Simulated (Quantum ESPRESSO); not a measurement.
The S K edge of atom 5 in Cu3AsS4 (P-43m), with 3 Cu at 2.27 Å and 1 As at 2.30 Å (tetrahedral, site symmetry 3m), was computed in 2 ways: excited-electron core hole (neutral cell) and no core hole. Program and functional: Quantum ESPRESSO XSpectra, PBEsol, Lorentzian half width 0.3 eV up to 4 eV, rising linearly to 2.5 eV at 25 eV; cells of 8 and 16 atoms (the run without a hole in the smaller).

Each run is counted from its own lowest empty level or Fermi level and scaled to a mean of 1 over its first 20 eV.

| E (eV) | run 1 | run 2 |
| --- | --- | --- |
| -2.0 | 0.05 | 0.05 |
| -1.4 | 0.07 | 0.08 |
| -0.8 | 0.12 | 0.16 |
| -0.2 | 0.36 | 0.61 |
| 0.4 | 1.14 | 0.86 |
| 1.0 | 0.75 | 0.42 |
| 1.6 | 0.61 | 0.79 |
| 2.2 | 1.11 | 0.99 |
| 2.8 | 1.57 | 0.98 |
| 3.4 | 0.73 | 0.62 |
| 4.0 | 0.52 | 0.89 |
| 4.6 | 0.84 | 1.47 |
| 5.2 | 1.18 | 1.54 |
| 5.8 | 1.24 | 1.30 |
| 6.4 | 1.27 | 1.26 |
| 7.0 | 1.29 | 1.39 |
| 7.6 | 1.35 | 1.44 |
| 8.2 | 1.37 | 1.31 |
| 8.8 | 1.31 | 1.15 |
| 9.4 | 1.21 | 1.01 |
| 10.0 | 1.06 | 0.91 |
| 10.6 | 0.97 | 0.85 |
| 11.2 | 0.92 | 0.82 |
| 11.8 | 0.87 | 0.80 |
| 12.4 | 0.83 | 0.81 |
| 13.0 | 0.82 | 0.84 |
| 13.6 | 0.83 | 0.89 |
| 14.2 | 0.88 | 0.94 |
| 14.8 | 0.91 | 0.97 |
| 15.4 | 0.94 | 1.00 |
| 16.0 | 0.95 | 1.01 |
| 16.6 | 0.96 | 1.02 |
| 17.2 | 0.97 | 1.01 |
| 17.8 | 0.97 | 0.98 |
| 18.4 | 0.95 | 0.95 |
| 19.0 | 0.93 | 0.91 |
| 19.6 | 0.90 | 0.88 |
| 20.2 | 0.87 | 0.85 |
| 20.8 | 0.85 | 0.84 |
| 21.4 | 0.82 | 0.82 |
| 22.0 | 0.80 | 0.82 |
| 22.6 | 0.79 | 0.81 |
| 23.2 | 0.78 | 0.82 |
| 23.8 | 0.78 | 0.82 |
| 24.4 | 0.78 | 0.83 |
| 25.0 | 0.78 | 0.84 |
| 25.6 | 0.78 | 0.85 |
| 26.2 | 0.78 | 0.86 |
| 26.8 | 0.78 | 0.87 |
| 27.4 | 0.79 | 0.89 |
| 28.0 | 0.81 | 0.92 |
| 28.6 | 0.83 | 0.95 |
| 29.2 | 0.85 | 0.97 |
| 29.8 | 0.88 | 1.00 |
| 30.4 | 0.90 | 1.01 |
| 31.0 | 0.92 | 1.01 |
| 31.6 | 0.94 | 1.00 |

Which run is which?

Run 1: no core hole (area from −2 to 6 eV 6.0, main maxima 0.5 eV (1.20), 2.7 eV (1.67), 8.0 eV (1.37) and 17.4 eV (0.97)). Run 2: excited-electron core hole (neutral cell) (area from −2 to 6 eV 6.4, main maxima 0.1 eV (1.20), 2.5 eV (1.11), 5.0 eV (1.58) and 7.5 eV (1.44)). With each curve scaled to its own mean, the area from −2 to 6 eV with the hole is 6.4 against 6.0, and the centre of weight from −1 to 20 eV moves by +0.0 eV (first and strongest maxima below 20 eV: 0.5 eV (1.20), 2.7 eV (1.67) and 8.0 eV (1.37) without the hole, 0.1 eV (1.20), 5.0 eV (1.58) and 7.5 eV (1.44) with it); the shape changes all the same, by 20 % r.m.s.

[Hosts, paths, dates, database ids (printed as entryN), source tags and the programs' standing remarks are cut or masked in the printed files.]

[Lists of maxima count a maximum above −3 eV only where it reaches 4 % of the highest in the window and stands out from its surroundings by 2 % of it (1.5 % where it reaches 55 %); shoulders and weaker maxima are passed over, and of the rest the first, up to two pre-edge ones and the few strongest are named.]
